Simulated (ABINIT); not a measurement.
# GaH3 (Pm-3m): from the cell to the phonon bands, part 4 of 5

How does GaH3 (Pm-3m) vibrate, and is this structure a minimum?

ABINIT 10.8.3; DFT PBE, scalar-relativistic, plane waves, PseudoDojo norm-conserving pseudopotentials.

So far. Step 7 (Zone-centre response): The acoustic modes at Γ come out as far as 4.8 cm⁻¹ from zero, where they should vanish, a small numerical error. Step 8 (Modes with the sum rule): The rule moves no optical mode by more than 0.1 cm⁻¹. The relaxed cell has a = 3.501 Å (conventional setting).

The structure was built from a prototype and need not be the compound's stable phase.

## Step 10: Linear response at Γ

The zone centre is solved again, so that all wavevectors share one k mesh.

The input, dfpt_gamma.abi:

```

# common to the responses
getwfk_filepath "gso_WFK"
kptopt 2
nqpt 1
qpt 0.0 0.0 0.0
asr 0
chneut 0

# displacements
rfphon 1
rfatpol 1 4
rfdir 1 1 1
tolvrs 1.0d-10
prtwf 0

# basis, mesh and filling
ecut 36.0
ngkpt 4 4 4
nshiftk 1
shiftk 0.0 0.0 0.0
istwfk *1
occopt 3
tsmear 0.01
nband 14
nstep 100
diemac 1000000.0
prtebands 0
prtgsr 0
useylm 1

# cell and atoms
acell 3*1.0 Angstrom
rprim 
    3.500721441 0.0 0.0
    0.0 3.500721441 0.0
    0.0 0.0 3.500721441
ntypat 2
znucl 31 1
natom 4
typat 1 2 2 2
xred 
    0.0 0.0 0.0
    0.5 0.0 0.0
    0.0 0.5 0.0
    0.0 0.0 0.5
pp_dirpath "./pseudo"
pseudos "Ga.upf, H.upf"
```

On the command line:

```sh
OMP_NUM_THREADS=1 mpirun -n 4 abinit dfpt_gamma.abi > dfpt_gamma.log
```

Numbers of over 12 decimals in the logs are rounded to 6 here.

dfpt_gamma.abo, the main output file:

```text
[banners, grids, parts of the stress and lines that vanish by symmetry left out]
- input  file    -> dfpt_gamma.abi
- output file    -> dfpt_gamma.abo
- root for input  files -> dfpt_gammai
- root for output files -> dfpt_gammao

 Symmetries : space group Pm -3 m (#221); Bravais cP (primitive cubic)
================================================================================
 Values of the parameters that define the memory need of the present run (RF).
     intxc =       0      iscf =       7    lmnmax =      18     lnmax =       6
     mgfft =      36  mpssoang =       3    mqgrid =    3001     natom =       4
  nloc_mem =       1    nspden =       1   nspinor =       1    nsppol =       1
      nsym =      48    n1xccc =    2501    ntypat =       2    occopt =       3
   xclevel =       2
-    mband =          14        mffmem =           1         mkmem =           9
-   mkqmem =           9        mk1mem =           9           mpw =        3016
      nfft =       46656          nkpt =          36
- my_mband =          14
================================================================================
================================================================================

--------------------------------------------------------------------------------
------------- Echo of variables that govern the present computation ------------
--------------------------------------------------------------------------------
-
- outvars: echo of selected default values
-   iomode0 =  0 , fftalg0 =312 , wfoptalg0 =  0
-
- outvars: echo of global parameters not present in the input file
-  max_nthreads =    1
-
 -outvars: echo values of preprocessed input variables
 [... echo left out ...]
================================================================================

 chkinp: Checking input parameters for consistency.

[...]
== DATASET  1 ==================================================================
-   mpi_nproc: 4, omp_nthreads: 1 (-1 if OMP is not activated)

--- !DatasetInfo
iteration_state: {dtset: 1, }
dimensions: {natom: 4, nkpt: 36, mband: 14, nsppol: 1, nspinor: 1, nspden: 1, mpw: 3016, }
cutoff_energies: {ecut:  36.0, pawecutdg:  -1.0, }
electrons: {nelect:   1.60000000E+01, charge:   0.00000000E+00, occopt:   3.00000000E+00, tsmear:   1.00000000E-02, }
meta: {optdriver: 1, rfphon: 1, }
...

 mkfilename: getwfk from: gso_WFK

 Real(R)+Recip(G) space primitive vectors, cartesian coordinates (Bohr,Bohr^-1):
 R(1)=  6.6154048  0.0000000  0.0000000  G(1)=  0.1511623  0.0000000  0.0000000
 R(2)=  0.0000000  6.6154048  0.0000000  G(2)=  0.0000000  0.1511623  0.0000000
 R(3)=  0.0000000  0.0000000  6.6154048  G(3)=  0.0000000  0.0000000  0.1511623
 Unit cell volume ucvol=  2.8951380E+02 bohr^3
 Angles (23,13,12)=  9.00000000E+01  9.00000000E+01  9.00000000E+01 degrees
 setup1 : take into account q-point for computing boxcut.

 getcut: wavevector=  0.0000  0.0000  0.0000  ngfft=  36  36  36
         ecut(hartree)=     36.000   => boxcut(ratio)=   2.01479

--- Pseudopotential description ------------------------------------------------
- pspini: atom type   1  psp file is ./pseudo/Ga.upf

- pspini: atom type   2  psp file is ./pseudo/H.upf

   4.12475040E+02                                ecore*ucvol(ha*bohr**3)
--------------------------------------------------------------------------------

 ==>  initialize data related to q vector <==

 The list of irreducible perturbations for this q vector is:
    1)    idir= 1    ipert=   1
    2)    idir= 1    ipert=   2
    3)    idir= 2    ipert=   2

[...]
The perturbation idir=   2  ipert=   1 is
 symmetric of a previously calculated perturbation.
 So, its SCF calculation is not needed.

 The perturbation idir=   3  ipert=   1 is
 symmetric of a previously calculated perturbation.
 So, its SCF calculation is not needed.

 The perturbation idir=   3  ipert=   2 is
 symmetric of a previously calculated perturbation.
 So, its SCF calculation is not needed.

 The perturbation idir=   1  ipert=   3 is
 symmetric of a previously calculated perturbation.
 So, its SCF calculation is not needed.

[...]
The perturbation idir=   2  ipert=   4 is
 symmetric of a previously calculated perturbation.
 So, its SCF calculation is not needed.

 The perturbation idir=   3  ipert=   4 is
 symmetric of a previously calculated perturbation.
 So, its SCF calculation is not needed.

--------------------------------------------------------------------------------
 Perturbation wavevector (in red.coord.)   0.000000  0.000000  0.000000
 Perturbation : displacement of atom   1   along direction   1
 Found     8 symmetries that leave the perturbation invariant.

[...]
dfpt_looppert : total number of electrons, from k and k+q
  fully or partially occupied states are    1.600000E+01 and    1.600000E+01.
 Initialisation of the first-order wave-functions :
  ireadwf=   0

--- !BeginCycle
iteration_state: {dtset: 1, }
solver: {iscf: 7, nstep: 100, nline: 4, wfoptalg: 0, }
tolerances: {tolvrs: 1.00E-10, }
...

     iter   2DEtotal(Ha)        deltaE(Ha) residm    vres2
-ETOT  1   12.504833868183     -2.657E+04 2.700E+01 2.643E+02
 ETOT  2   1.512896     -1.099E+01 4.113E-02 1.459E+02
 ETOT  3   1.459217     -5.368E-02 1.018E-04 1.102E+01
 ETOT  4   1.459365      1.480E-04 2.342E-05 4.835E+00
 ETOT  5   1.457458     -1.907E-03 6.557E-06 1.239E-01
[...]
At SCF step   11       vres2   =  1.90E-11 < tolvrs=  1.00E-10 =>converged.
[...]
Mean square residual over all n,k,spin=   28.036E-17; max=  49.538E-16

 Thirteen components of 2nd-order total energy (hartree) are
 1,2,3: 0th-order hamiltonian combined with 1st-order wavefunctions
     kin0=   3.25780263E+04 eigvalue=   1.81463505E+03  local=  -1.15420851E+04
 4,5,6: 1st-order hamiltonian combined with 1st and 0th-order wfs
 loc psp =  -5.17288678E+03  Hartree=   1.99874832E+03     xc=  -4.84157108E+02
 note that "loc psp" includes a xc core correction that could be resolved
 7,8,9: eventually, occupation + non-local contributions
    edocc=   1.67634406E+01     enl0=   2.19728240E+03   enl1=  -4.79855398E+04
 1-9 gives the relaxation energy (to be shifted if some occ is /=2.0)
   erelax=  -2.65792133E+04
 10,11,12 Non-relaxation  contributions : frozen-wavefunctions and Ewald
 fr.local=   2.50634775E+03 fr.nonlo=   2.40029237E+04  Ewald=   2.46943042E+01
 13,14 Frozen wf xc core corrections (1) and (2)
 frxc 1  =  -5.95746233E+02  frxc 2 =   6.42451200E+02
 Resulting in :
 2DEtotal=    0.1457416593E+01 Ha. Also 2DEtotal=    0.396583258379E+02 eV
    (2DErelax=   -2.6579213318E+04 Ha. 2DEnonrelax=    2.6580670734E+04 Ha)
    (  non-var. 2DEtotal :    1.4574184091E+00 Ha)

[...]
Perturbation wavevector (in red.coord.)   0.000000  0.000000  0.000000
 Perturbation : displacement of atom   2   along direction   1
 Found     8 symmetries that leave the perturbation invariant.

[...]
dfpt_looppert : total number of electrons, from k and k+q
  fully or partially occupied states are    1.600000E+01 and    1.600000E+01.
 Initialisation of the first-order wave-functions :
  ireadwf=   0

--- !BeginCycle
iteration_state: {dtset: 1, }
solver: {iscf: 7, nstep: 100, nline: 4, wfoptalg: 0, }
tolerances: {tolvrs: 1.00E-10, }
...

     iter   2DEtotal(Ha)        deltaE(Ha) residm    vres2
-ETOT  1   4.494953     -4.894E+01 5.868E-01 2.295E+03
[...]
At SCF step   10       vres2   =  8.39E-11 < tolvrs=  1.00E-10 =>converged.
[...]
Mean square residual over all n,k,spin=   10.962E-16; max=  87.142E-15

 Thirteen components of 2nd-order total energy (hartree) are
 1,2,3: 0th-order hamiltonian combined with 1st-order wavefunctions
     kin0=   4.79068541E+01 eigvalue=   1.78936503E+00  local=  -1.18318924E+01
 4,5,6: 1st-order hamiltonian combined with 1st and 0th-order wfs
 loc psp =  -7.18546562E+01  Hartree=   1.33397272E+01     xc=  -8.12468547E+00
 note that "loc psp" includes a xc core correction that could be resolved
 7,8,9: eventually, occupation + non-local contributions
    edocc=   8.01178613E+00     enl0=  -1.25689147E+00   enl1=  -2.78138700E+01
 1-9 gives the relaxation energy (to be shifted if some occ is /=2.0)
   erelax=  -4.98342630E+01
 10,11,12 Non-relaxation  contributions : frozen-wavefunctions and Ewald
 fr.local=  -2.87314811E+01 fr.nonlo=   1.22470119E+01  Ewald=   6.99225718E+01
 13,14 Frozen wf xc core corrections (1) and (2)
 frxc 1  =   0.00000000E+00  frxc 2 =   0.00000000E+00
 Resulting in :
 2DEtotal=    0.3603839597E+01 Ha. Also 2DEtotal=    0.980654712546E+02 eV
    (2DErelax=   -4.9834263012E+01 Ha. 2DEnonrelax=    5.3438102610E+01 Ha)
    (  non-var. 2DEtotal :    3.6038395284E+00 Ha)

[...]
Perturbation wavevector (in red.coord.)   0.000000  0.000000  0.000000
 Perturbation : displacement of atom   2   along direction   2
 Found     4 symmetries that leave the perturbation invariant.

--------------------------------------------------------------------------------

--------------------------------------------------------------------------------

 dfpt_looppert : total number of electrons, from k and k+q
  fully or partially occupied states are    1.600000E+01 and    1.600000E+01.
 Initialisation of the first-order wave-functions :
  ireadwf=   0

--- !BeginCycle
iteration_state: {dtset: 1, }
solver: {iscf: 7, nstep: 100, nline: 4, wfoptalg: 0, }
tolerances: {tolvrs: 1.00E-10, }
...

     iter   2DEtotal(Ha)        deltaE(Ha) residm    vres2
-ETOT  1  0.562656     -4.542E+01 6.845E-01 3.593E+02
[...]
ETOT  9  0.490207     -4.135E-12 8.315E-13 1.141E-09
 ETOT 10  0.490207     -2.842E-14 1.148E-13 5.513E-11

 At SCF step   10       vres2   =  5.51E-11 < tolvrs=  1.00E-10 =>converged.
[...]
Mean square residual over all n,k,spin=   62.043E-17; max=  11.475E-14

 Thirteen components of 2nd-order total energy (hartree) are
 1,2,3: 0th-order hamiltonian combined with 1st-order wavefunctions
     kin0=   4.77930711E+01 eigvalue=   1.95038515E+00  local=  -1.10793008E+01
 4,5,6: 1st-order hamiltonian combined with 1st and 0th-order wfs
 loc psp =  -6.43591127E+01  Hartree=   9.90873261E+00     xc=  -7.03281794E+00
 note that "loc psp" includes a xc core correction that could be resolved
 7,8,9: eventually, occupation + non-local contributions
    edocc=   4.64707070E+00     enl0=  -6.92656891E-01   enl1=  -2.66298552E+01
 1-9 gives the relaxation energy (to be shifted if some occ is /=2.0)
   erelax=  -4.54944839E+01
 10,11,12 Non-relaxation  contributions : frozen-wavefunctions and Ewald
 fr.local=   5.28464002E+01 fr.nonlo=   1.38528623E+01  Ewald=  -2.07145719E+01
 13,14 Frozen wf xc core corrections (1) and (2)
 frxc 1  =   0.00000000E+00  frxc 2 =   0.00000000E+00
 Resulting in :
 2DEtotal=    0.4902066267E+00 Ha. Also 2DEtotal=    0.133392018582E+02 eV
    (2DErelax=   -4.5494483945E+01 Ha. 2DEnonrelax=    4.5984690571E+01 Ha)
    (  non-var. 2DEtotal :    4.9020662747E-01 Ha)

[...]
---- first-order wavefunction calculations are completed ----

 ==> Compute Derivative Database <==

 [... matrices left out ...]
  Phonon wavevector (reduced coordinates) :  0.00000  0.00000  0.00000
 Phonon energies in Hartree :
   1.720111E-06  1.720112E-06  1.720115E-06  1.447118E-03  1.447118E-03
   1.447118E-03  2.338789E-03  2.338789E-03  2.338789E-03  7.050477E-03
   7.050477E-03  7.050477E-03
 Phonon frequencies in cm-1    :
-  3.775208E-01  3.775210E-01  3.775216E-01  3.176058E+02  3.176058E+02
-  3.176058E+02  5.133049E+02  5.133049E+02  5.133049E+02  1.547401E+03
-  1.547401E+03  1.547401E+03

== END DATASET(S) ==============================================================
================================================================================

 -outvars: echo values of variables after computation
            acell      1.8897261259E+00  1.8897261259E+00  1.8897261259E+00 Bohr
           etotal      4.9020662665E-01
            fcart      0.0000000000E+00  0.0000000000E+00  0.0000000000E+00
           strten      0.0000000000E+00  0.0000000000E+00  0.0000000000E+00
================================================================================
```

Elapsed: 22 s, on 4 MPI ranks of Arm Neoverse V1, shared host; 89 s of CPU time.

Numbers from this step:

```yaml
largest_acoustic_frequency_at_the_zone_centre_before_the_sum_rule: 0.38 cm⁻¹
highest_optical_zone_centre_mode_no_lo_to_term: 1547 cm⁻¹
lowest_optical_zone_centre_mode: 317.6 cm⁻¹
```

The acoustic modes at Γ come out as far as 0.4 cm⁻¹ from zero, where they should vanish, a small numerical error.

## Step 11: Phonons on a q mesh

Linear response treats each wavevector in the unit cell, with no supercell; the 4×4×4 mesh fixes the range of the force constants to be had.

The input, dfpt_q.abi:

```
ndtset 9

# wavevectors
qpt1 0.25 0.0 0.0
qpt2 0.5 0.0 0.0
qpt3 0.25 0.25 0.0
qpt4 0.5 0.25 0.0
qpt5 0.5 0.5 0.0
qpt6 0.25 0.25 0.25
qpt7 0.5 0.25 0.25
qpt8 0.5 0.5 0.25
qpt9 0.5 0.5 0.5

# displacements
getwfk_filepath "gso_WFK"
getwfq_filepath "gso_WFK"
kptopt 3
nqpt 1
rfphon 1
rfatpol 1 4
rfdir 1 1 1
tolvrs 1.0d-10
prtwf 0

# basis, mesh and filling
ecut 36.0
ngkpt 4 4 4
nshiftk 1
shiftk 0.0 0.0 0.0
istwfk *1
occopt 3
tsmear 0.01
nband 14
nstep 100
diemac 1000000.0
prtebands 0
prtgsr 0
useylm 1

# cell and atoms
acell 3*1.0 Angstrom
rprim 
    3.500721441 0.0 0.0
    0.0 3.500721441 0.0
    0.0 0.0 3.500721441
ntypat 2
znucl 31 1
natom 4
typat 1 2 2 2
xred 
    0.0 0.0 0.0
    0.5 0.0 0.0
    0.0 0.5 0.0
    0.0 0.0 0.5
pp_dirpath "./pseudo"
pseudos "Ga.upf, H.upf"
```

On the command line:

```sh
OMP_NUM_THREADS=1 mpirun -n 4 abinit dfpt_q.abi > dfpt_q.log
```

dfpt_q.abo, the main output file:

```text
[banners, grids, parts of the stress and lines that vanish by symmetry left out]
- input  file    -> dfpt_q.abi
- output file    -> dfpt_q.abo
- root for input  files -> dfpt_qi
[...]
DATASET    1 : space group Pm -3 m (#221); Bravais cP (primitive cubic)
[...]
nfft =       46656          nkpt =          64
[...]
DATASET    2 : space group Pm -3 m (#221); Bravais cP (primitive cubic)
[...]
nfft =       46656          nkpt =          64
[...]
DATASET    3 : space group Pm -3 m (#221); Bravais cP (primitive cubic)
[...]
nfft =       46656          nkpt =          64
[...]
DATASET    4 : space group Pm -3 m (#221); Bravais cP (primitive cubic)
[...]
nfft =       46656          nkpt =          64
[...]
DATASET    8 : space group Pm -3 m (#221); Bravais cP (primitive cubic)
[...]
nfft =       46656          nkpt =          64
[...]
DATASET    9 : space group Pm -3 m (#221); Bravais cP (primitive cubic)
[...]
nfft =       46656          nkpt =          64
[...]
== DATASET  1 ==================================================================
[...]
cutoff_energies: {ecut:  36.0, pawecutdg:  -1.0, }
[...]
Perturbation : displacement of atom   1   along direction   1
[...]
-ETOT  1   18.907082621883     -2.690E+04 2.709E+01 1.421E+05
 ETOT  2   4.053135     -1.485E+01 3.933E-02 1.158E+03
 ETOT  3   4.029830     -2.330E-02 3.017E-04 3.103E+03
 ETOT  4   3.958286     -7.154E-02 1.914E-04 7.315E+02
 ETOT  5   3.945346     -1.294E-02 1.991E-05 1.982E+02
[...]
At SCF step   14       vres2   =  5.94E-11 < tolvrs=  1.00E-10 =>converged.
[...]
Perturbation : displacement of atom   1   along direction   2
[...]
-ETOT  1   12.556021352610     -2.656E+04 2.711E+01 2.492E+02
[...]
At SCF step   14       vres2   =  3.45E-11 < tolvrs=  1.00E-10 =>converged.
[...]
Perturbation : displacement of atom   2   along direction   1
[...]
-ETOT  1   6.682032     -4.875E+01 4.654E-01 8.220E+04
[...]
At SCF step   16       vres2   =  4.37E-11 < tolvrs=  1.00E-10 =>converged.
[...]
Perturbation : displacement of atom   2   along direction   2
[...]
-ETOT  1  0.645818     -4.529E+01 1.947E-01 4.107E+02
[...]
At SCF step   14       vres2   =  1.20E-11 < tolvrs=  1.00E-10 =>converged.
[...]
Perturbation : displacement of atom   3   along direction   1
[...]
-ETOT  1  0.946389     -4.704E+01 2.999E-01 1.218E+04
[...]
Perturbation : displacement of atom   3   along direction   2
[...]
-ETOT  1   4.527929     -4.886E+01 4.836E-01 2.237E+03
[...]
Perturbation : displacement of atom   3   along direction   3
[...]
-ETOT  1  0.567210     -4.537E+01 1.765E-01 3.655E+02
[...]
Phonon wavevector (reduced coordinates) :  0.25000  0.00000  0.00000
 Phonon energies in Hartree :
[...]
Phonon frequencies in cm-1    :
-  4.794940E+01  4.794940E+01  1.514920E+02  3.977763E+02  3.977763E+02
-  5.194711E+02  5.292571E+02  5.588244E+02  5.588244E+02  1.498869E+03
-  1.534448E+03  1.534448E+03
[...]
== DATASET  2 ==================================================================
[...]
cutoff_energies: {ecut:  36.0, pawecutdg:  -1.0, }
[...]
-  1.00000   1.00000  171031                  znucl, zion, pspdat
[...]
Perturbation : displacement of atom   1   along direction   1
[...]
-ETOT  1   18.083945468232     -2.667E+04 2.712E+01 1.322E+03
[...]
Perturbation : displacement of atom   2   along direction   1
[...]
-ETOT  1   3.412974     -5.066E+01 3.558E-01 2.952E+03
[...]
At SCF step   11       vres2   =  2.21E-11 < tolvrs=  1.00E-10 =>converged.
[...]
Perturbation : displacement of atom   2   along direction   2
[...]
-ETOT  1  0.662142     -4.596E+01 2.835E-01 7.700E+02
[...]
ETOT  9  0.550040     -2.731E-11 3.609E-14 3.458E-10
 ETOT 10  0.550040      6.182E-13 9.467E-16 5.282E-12
 At SCF step   10       vres2   =  5.28E-12 < tolvrs=  1.00E-10 =>converged.
[...]
Phonon wavevector (reduced coordinates) :  0.50000  0.50000  0.50000
 Phonon energies in Hartree :
[...]
Phonon frequencies in cm-1    :
-  1.068293E+02  1.068293E+02  1.068293E+02  2.377075E+02  2.377075E+02
-  2.377075E+02  8.047282E+02  8.047282E+02  8.047282E+02  8.966896E+02
-  8.966896E+02  1.756337E+03
[...]
fcart6     0.0000000000E+00  0.0000000000E+00  0.0000000000E+00
   
================================================================================
```

It took 18 min on 4 MPI ranks; 71 min of CPU time.

Numbers from this step:

```
lowest mode on the q mesh (acoustic ones at the zone centre apart) : -83.16 cm⁻¹
```

Frequencies (cm⁻¹) before the sum rule at the irreducible wavevectors but Γ, which is solved apart; negative means imaginary. Frequencies by wavevector:

```csv
q (fractions),star,mode 1,mode 2,mode 3,mode 4,mode 10,mode 11,mode 12
0.25 0 0,6,47.95,47.95,151.5,397.8,1499,1534,1534
0.5 0 0,3,58.17,58.17,214.1,435.5,1320,1526,1526
0.25 0.25 0,12,42.45,58.03,159.3,164.5,1300,1519,1560
0.5 0.25 0,12,63.25,153.5,211.1,362,1083,1512,1572
0.5 0.5 0,3,66.76,72.96,220.4,220.4,870,1503,1649
0.25 0.25 0.25,8,-83.16,-83.16,154,154,1251,1251,1640
0.5 0.25 0.25,12,128.9,159.2,159.3,209.1,1005,1190,1677
0.5 0.5 0.25,6,90.57,148.9,213.6,213.6,889.8,1090,1725
0.5 0.5 0.5,1,106.8,106.8,106.8,237.7,896.7,896.7,1756
```

(Part 4 of 5 ends here.)

[Host names and launcher messages were left out of these logs when they were recorded.]

[Logs are printed without paths, hosts, clocks, repeated set-up lines and the standing remarks that a program may print on its own settings, such as how far it seeks lower states.]

[Hosts, paths, dates, database ids (printed as entryN), source tags and the programs' standing remarks are cut or masked in the printed files.]
